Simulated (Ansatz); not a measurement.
# A frame of liquid dimethyl carbonate from 300 K (108 atoms): geometry optimisation, part 2 of 2

Wanted: the relaxed structure of a frame of liquid dimethyl carbonate from 300 K (108 atoms) and its electronic structure.

Ansatz 0.2.0; Kohn-Sham DFT, r2SCAN+D3(BJ), PAW (set soft_2), plane waves.

The cell: 27 C, 27 O and 54 H. The network of contacts between molecules at the start is that of the classical potential that made the cell. The Brillouin zone is sampled at Γ only, in a cell whose shortest periodic width is 11 Å.

So far, density (g/cm³): step 4 (distances and neighbours after relaxation) 1.07.

## 5. Single point at the relaxed geometry

One more single point at the end of the walk gives the fuller output and checks the residual forces.

File input.yaml:

```yaml
crystal:
  lattice:
    - [10.78542, 0.0, 0.0]
    - [0.0, 10.78542, 0.0]
    - [0.0, 0.0, 10.78542]
  atoms:
    - { symbol: C, position: [0.94937, 0.13075, 0.72984] }
    - { symbol: O, position: [0.83997, 0.1314, 0.80631] }
    - { symbol: C, position: [0.80671, 0.0205, 0.84921] }
    - { symbol: O, position: [0.86019, 0.92363, 0.83008] }
    - { symbol: O, position: [0.70515, 0.0352, 0.91776] }
    - { symbol: C, position: [0.66362, 0.92518, 0.98045] }
    - { symbol: H, position: [0.96551, 0.22722, 0.70649] }
    - { symbol: H, position: [0.93387, 0.07671, 0.64615] }
    - { symbol: H, position: [0.02792, 0.09322, 0.7806] }
    - { symbol: H, position: [0.7366, 0.89009, 0.04067] }
    - { symbol: H, position: [0.58456, 0.95445, 0.03529] }
    - { symbol: H, position: [0.63747, 0.85472, 0.913] }
    - { symbol: C, position: [0.38569, 0.26447, 0.19091] }
    - { symbol: O, position: [0.29223, 0.22165, 0.1046] }
    - { symbol: C, position: [0.23487, 0.1179, 0.13844] }
    - { symbol: O, position: [0.25511, 0.05823, 0.23117] }
    - { symbol: O, position: [0.15004, 0.09058, 0.05225] }
    - { symbol: C, position: [0.07821, 0.98149, 0.07962] }
    - { symbol: H, position: [0.41125, 0.35623, 0.15904] }
    - { symbol: H, position: [0.46566, 0.20287, 0.18922] }
    - { symbol: H, position: [0.34775, 0.26902, 0.28413] }
    - { symbol: H, position: [0.01613, 0.96926, 0.00137] }
    - { symbol: H, position: [0.1388, 0.9013, 0.0892] }
    - { symbol: H, position: [0.02589, 0.99394, 0.16504] }
    - { symbol: C, position: [0.95883, 0.67312, 0.0229] }
    - { symbol: O, position: [0.92619, 0.75158, 0.12625] }
    - { symbol: C, position: [0.93972, 0.69921, 0.23795] }
    - { symbol: O, position: [0.97047, 0.59346, 0.2578] }
    - { symbol: O, position: [0.91461, 0.78565, 0.32279] }
    - { symbol: C, position: [0.92066, 0.74271, 0.44906] }
    - { symbol: H, position: [0.90056, 0.59089, 0.02057] }
    - { symbol: H, position: [0.05594, 0.64594, 0.02991] }
    - { symbol: H, position: [0.94325, 0.73007, 0.94132] }
    - { symbol: H, position: [0.8482, 0.67429, 0.46471] }
    - { symbol: H, position: [0.0114, 0.70288, 0.46845] }
    - { symbol: H, position: [0.90512, 0.82468, 0.50544] }
    - { symbol: C, position: [0.61988, 0.37393, 0.46232] }
    - { symbol: O, position: [0.5837, 0.40566, 0.33762] }
    - { symbol: C, position: [0.60532, 0.52273, 0.30563] }
    - { symbol: O, position: [0.65298, 0.60182, 0.36912] }
    - { symbol: O, position: [0.56484, 0.53781, 0.18929] }
    - { symbol: C, position: [0.58597, 0.6588, 0.13799] }
    - { symbol: H, position: [0.71945, 0.385, 0.47327] }
    - { symbol: H, position: [0.59308, 0.27771, 0.47395] }
    - { symbol: H, position: [0.57058, 0.43187, 0.52829] }
    - { symbol: H, position: [0.53617, 0.65968, 0.05043] }
    - { symbol: H, position: [0.55058, 0.73005, 0.20015] }
    - { symbol: H, position: [0.68482, 0.67311, 0.12287] }
    - { symbol: C, position: [0.42314, 0.11189, 0.6816] }
    - { symbol: O, position: [0.37322, 0.19887, 0.59328] }
    - { symbol: C, position: [0.2572, 0.17527, 0.55731] }
    - { symbol: O, position: [0.19329, 0.0902, 0.59318] }
    - { symbol: O, position: [0.22401, 0.26228, 0.47644] }
    - { symbol: C, position: [0.10132, 0.2482, 0.42543] }
    - { symbol: H, position: [0.51397, 0.14821, 0.70561] }
    - { symbol: H, position: [0.43069, 0.02031, 0.6399] }
    - { symbol: H, position: [0.3639, 0.10757, 0.76338] }
    - { symbol: H, position: [0.03177, 0.25605, 0.498] }
    - { symbol: H, position: [0.09128, 0.32367, 0.3596] }
    - { symbol: H, position: [0.09277, 0.15873, 0.37982] }
    - { symbol: C, position: [0.284, 0.82176, 0.3822] }
    - { symbol: O, position: [0.32305, 0.71528, 0.45312] }
    - { symbol: C, position: [0.419, 0.73648, 0.5277] }
    - { symbol: O, position: [0.47382, 0.83383, 0.5385] }
    - { symbol: O, position: [0.44392, 0.63252, 0.58976] }
    - { symbol: C, position: [0.54744, 0.64295, 0.67311] }
    - { symbol: H, position: [0.36025, 0.85754, 0.32691] }
    - { symbol: H, position: [0.25039, 0.89472, 0.44332] }
    - { symbol: H, position: [0.20988, 0.7883, 0.32293] }
    - { symbol: H, position: [0.55151, 0.55459, 0.7211] }
    - { symbol: H, position: [0.63196, 0.65902, 0.62025] }
    - { symbol: H, position: [0.53145, 0.7178, 0.7387] }
    - { symbol: C, position: [0.67507, 0.99374, 0.42433] }
    - { symbol: O, position: [0.76689, 0.08821, 0.40152] }
    - { symbol: C, position: [0.75915, 0.14174, 0.29031] }
    - { symbol: O, position: [0.6854, 0.11603, 0.20984] }
    - { symbol: O, position: [0.84649, 0.22902, 0.28368] }
    - { symbol: C, position: [0.84602, 0.29953, 0.1699] }
    [... 24 atom lines left out ...]
    - { symbol: H, position: [0.9117, 0.48614, 0.61298] }
    - { symbol: H, position: [0.95488, 0.45444, 0.7697] }
    - { symbol: H, position: [0.86113, 0.58523, 0.7356] }
    - { symbol: H, position: [0.48137, 0.26129, 0.92154] }
    - { symbol: H, position: [0.6282, 0.24744, 0.99604] }
    - { symbol: H, position: [0.55135, 0.39372, 0.99294] }
kpoints:
  mp_grid: { grid: [1, 1, 1] }
hamiltonian:
  xc: r2scan
  dispersion: d3bj
scf:
  occupations: { method: fixed }
output:
  forces: true
  stress: true
  populations: true
  dos:
    method: { smearing: { sigma: 0.1 } }
    de: 0.1
    projected: { site_lists: { C: [C], H: [H], O: [O] } }
  eigenvalues: true
  write_density: true
  write_potential: true
  volumetric_format: npy
```

Started as:

```
> ansatz run input.yaml --threads 4 --pin off --max-ram 8192MiB --backend cpu --events-out ev --progress --plain --runs-dir out
```

The job ended after 13 s (4 threads of AMD EPYC 9R45, shared host; peak memory 3 GiB).

The program notes that the exchange-correlation potential is rough where the density is thin.

Read from the output:

```
free energy                                      : -23000.6552 eV
free energy per atom                             : -212.9690 eV/atom
SCF cycles                                       : 10
pressure                                         : -0.4097 GPa
r.m.s. force component                           : 0.006 eV/Å
longest force                                    : 0.0345 eV/Å
Fermi energy                                     : -2.436 eV
gap (highest filled to lowest empty level) : 6.273 eV
spilling of the projection                       : 0.01444
```

Löwdin charges by element and coordination (they lack the spilled electrons, 0.043 e an atom on average):

```
element  coordination  atoms  mean charge (e)  spread   least    most
      C           all     27            0.109   0.457  -0.227   0.757
      C             3      9            0.755  0.0022    0.75   0.757
      C             4     18           -0.213  0.0061  -0.227  -0.204
      H           all     54            0.208  0.0103   0.194   0.232
      O           all     27           -0.353  0.0855   -0.48  -0.282
      O             1      9           -0.473   0.005   -0.48  -0.464
      O             2     18           -0.292  0.0051  -0.301  -0.282
```

States in the cell by windows of 1 eV, zero at the Fermi level; the larger projections on atomic orbitals stand beside the total:

```
from (eV)  to (eV)  total   O p   C p  H s  O s
      -10       -9    0.0   0.0   0.0  0.0  0.0
       -9       -8    2.3   0.6   0.6  0.4  0.3
       -8       -7   20.2   6.3   5.3  3.3  2.3
       -7       -6   22.4  10.4   8.6  1.7  1.0
       -6       -5   27.0  14.7   6.6  1.7  3.2
       -5       -4   36.4  11.4  16.0  7.5  0.7
       -4       -3   26.9   9.1  11.8  5.0  0.6
       -3       -2   30.9   9.7  12.0  7.4  1.3
       -2       -1   14.1   7.9   2.8  2.3  0.7
       -1        0   50.9  43.2   3.0  4.1  0.0
        0        1    2.7   2.7   0.0  0.0  0.0
        1        5    0.0   0.0   0.0  0.0  0.0
```

With fixed occupations the program's Fermi level is the highest filled level; weight inside the gap is the broadening of levels at its edges.

Between -24 and -10 eV lie 90 more states.

The levels nearest the highest filled one (over half full), pooled over k-points and spins:

```
level less the highest filled one (eV)  occupation
                                -0.138           2
                               -0.0957           2
                               -0.0787           2
                               -0.0773           2
                               -0.0317           2
                                     0           2
                                  6.27           0
                                  6.92           0
                                  6.97           0
                                  7.04           0
                                  7.07           0
                                  7.10           0
```

Valence density in the bc plane at fractional x = 0.568, with atoms of H and O and C within 0.2 Å of it. It is the smooth field of the valence electrons, not physical close to the nuclei.

Ten steps, logarithmic in the rise over the least value, from '0' (0.0 e/Å³) to '9' (6.4 e/Å³), each cell a mean:
```
200001356777531000011000122343
100001356765420000000000122221
000000235664310000000000112110
000000124675310000000000000000
000000024665310011112210000000
000111012443211244444432000000
001222101111001366666642000000
001222100000001246777531000000
000111000000000124676421100000
000000000011221112454311221000
000000011224553101122112332100
110000124455664100000011222111
332100135666653111100001111112
553100124455542122221000000123
553100011257864344431000000013
221000000269986555431000000011
000000000258876665321100000000
000110000134545676322221000000
001111000001135898545553100000
001111000000136998767763100000
000000000000024776667642100000
100000000000012334577531000122
210000122223210012466420002355
310001245556531001233210012455
```
Columns run along b (10.8 Å), rows up along c (10.8 Å). Atoms in or near the plane, at fractional coordinates: H at (0.95, 0.04), O at (0.41, 0.34), O at (0.54, 0.19), C at (0.66, 0.14), H at (0.43, 0.53), H at (0.73, 0.20), H at (0.55, 0.72), H at (0.03, 0.41), C at (0.31, 0.94), H at (0.39, 0.99).

Electrostatic potential energy in the bc plane at fractional x = 0.568, with atoms of H and O and C within 0.2 Å of it. With pseudopotentials it is smooth inside the atoms' cores, unlike the true potential.

Ten even steps from '0' (-40 eV) to '9' (6 eV), each cell a mean:
```
999999971013589999999999999989
999999961006899999999999999999
999999985358999999999999999999
999999998547999999999999999999
999999999658999999999999999999
999999999999999877888789999999
999988999999999823534679999999
999989999999999976100699999999
999999999999999998313799999999
999999999999999999878999999999
999999999998538999999999999999
999999987887327999999999999999
989999973653589999999999999999
538999988865689999999999999999
548999999984258888999999999999
999999999960005337899999999999
999999999983124005899999999999
999999999999886226899999999999
999999999999997102787548999999
999999999999996000422348999999
999999999999999534300389999999
999999999999999998622689999988
899999999999999999865899999844
899999987674489999988999999845
```
Columns run along b (10.8 Å; values clipped at the 3rd and 97th percentile), rows up along c (10.8 Å). Atoms in or near the plane, at fractional coordinates: H at (0.95, 0.04), O at (0.41, 0.34), O at (0.54, 0.19), C at (0.66, 0.14), H at (0.43, 0.53), H at (0.73, 0.20), H at (0.55, 0.72), H at (0.03, 0.41), C at (0.31, 0.94), H at (0.39, 0.99).

Mean Löwdin charges: C +0.11, H +0.21, O -0.35 e (they miss 1.4 % of the electrons, so they add up to more than the cell's charge). The largest share in the top eV of filled states is O p (86 % of the projected weight), and in the lowest eV of empty states C p (48 % of the projected weight).

A closer look about C75, picked at random: 10 atoms, nearest first, numbered in the order of the input, with positions taken from that point.

```
atom      x      y      z  distance (Å)  bonds  Löwdin charge (e)
 C75   0.00   0.00   0.00          0.00      3               0.75
 O76  -0.80  -0.28  -0.87          1.21      1              -0.47
 O77   0.94   0.94  -0.07          1.33      2              -0.30
 O74   0.08  -0.58   1.20          1.33      2              -0.30
 C73  -0.91  -1.60   1.45          2.34      4              -0.21
 C78   0.94   1.70  -1.30          2.34      4              -0.21
 H79  -1.91  -1.20   1.29          2.60      1               0.20
 H83  -0.04   2.16  -1.45          2.60      1               0.20
 H82   1.16   1.06  -2.15          2.66      1               0.20
 H81  -0.74  -2.45   0.79          2.68      1               0.21
```

The column of bonds counts only the pairs H-C within 1.34 Å, C-O within 1.73 Å; other neighbours, such as metal atoms beside each other in a compound, aren't counted, and periodic images can show an atom twice.

## 6. Results

```json
{
  "energy change in the relaxation": "-53.1 meV/atom",
  "r.m.s. displacement": "0.796 Å",
  "largest displacement": "2.009 Å",
  "free energy per atom": "-212.9690 eV/atom",
  "pressure": "-0.4097 GPa",
  "r.m.s. force component": "0.006 eV/Å",
  "gap (highest filled to lowest empty level)": "6.273 eV",
  "wall time of the 3 DFT runs": "3.7 min"
}
```

**Reading.** Relaxation lowers the energy by 53.1 meV/atom and moves atoms by 0.80 Å r.m.s.; the r.m.s. force component goes from 1.0 to 0.006 eV/Å, the pressure goes from -1.4 to -0.41 GPa, and the gap from 5.97 to 6.27 eV. By the final cutoffs no bond was broken or made. First to last step the energy falls by 5.735 eV; the largest move, 2.01 Å, is that of H91. The C-O bonds change most in mean length: from 1.359 Å (spread 0.080) to 1.352 Å (spread 0.086). With the cutoffs above, 67 % of C atoms have 4, all H atoms have 1 and 67 % of O atoms have 2 bonded neighbours. The highest filled and lowest empty levels differ by 6.27 eV (at Γ alone); a semilocal functional tends to put such gaps too low. In a disordered cell it changes from sample to sample and from frame to frame.

Caveats: The network of contacts between molecules at the start is that of the classical potential that made the cell; in DFT atoms moved by 0.80 Å r.m.s.

[Logs are printed without paths, hosts, clocks, repeated set-up lines and the standing remarks that a program may print on its own settings, such as how far it seeks lower states.]

[Hosts, paths, dates, database ids (printed as entryN), source tags and the programs' standing remarks are cut or masked in the printed files.]
